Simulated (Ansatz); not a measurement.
Rows from a G0W0 calculation on Ga2O3 (C2/m) (Ansatz 0.2.0; G0W0 on LDA, plane waves, PAW; 6×6×4 mesh, 721 empty bands, screening to 210 eV, hard PAW files), in eV. Spin-orbit coupling is left out.

| row | k | band | start | Σx | Σc at the solution | Vxc |
| --- | --- | --- | --- | --- | --- | --- |
| A | (-0.500, -0.500, -0.500) | c2 | 14.274 | -12.527 | -4.307 | -18.042 |
| B | Γ | c1 | 11.393 | -12.570 | -3.720 | -17.273 |
| C | (-0.500, -0.500, -0.500) | v1 | 9.058 | -27.094 | 4.632 | -21.404 |
| D | (-0.500, -0.500, -0.500) | c1 | 14.155 | -13.405 | -4.226 | -18.860 |
| E | Γ | c2 | 14.618 | -11.782 | -4.589 | -17.678 |
| F | Γ | v1 | 9.043 | -27.650 | 4.534 | -22.060 |

Give the quasiparticle energies and the shift of each level.

The quasiparticle equation reads E = start + Σx + Σc(E) − Vxc.

| row | E (eV) | shift (eV) |
| --- | --- | --- |
| A | 15.482 | +1.209 |
| B | 12.377 | +0.984 |
| C | 8.001 | −1.057 |
| D | 15.385 | +1.230 |
| E | 15.925 | +1.307 |
| F | 7.987 | −1.056 |

The gap over the computed points goes from 2.33 eV to 4.38 eV.

Limits: not at the basis limit; no spin-orbit coupling.

[Runs of the session that timed out or met a known fault of the program may be left out.]

[Cells called generated may have been cut or substituted from an entry of the Crystallography Open Database or the Materials Project.]

[Hosts, paths, dates, database ids (printed as entryN), source tags and the programs' standing remarks are cut or masked in the printed files.]
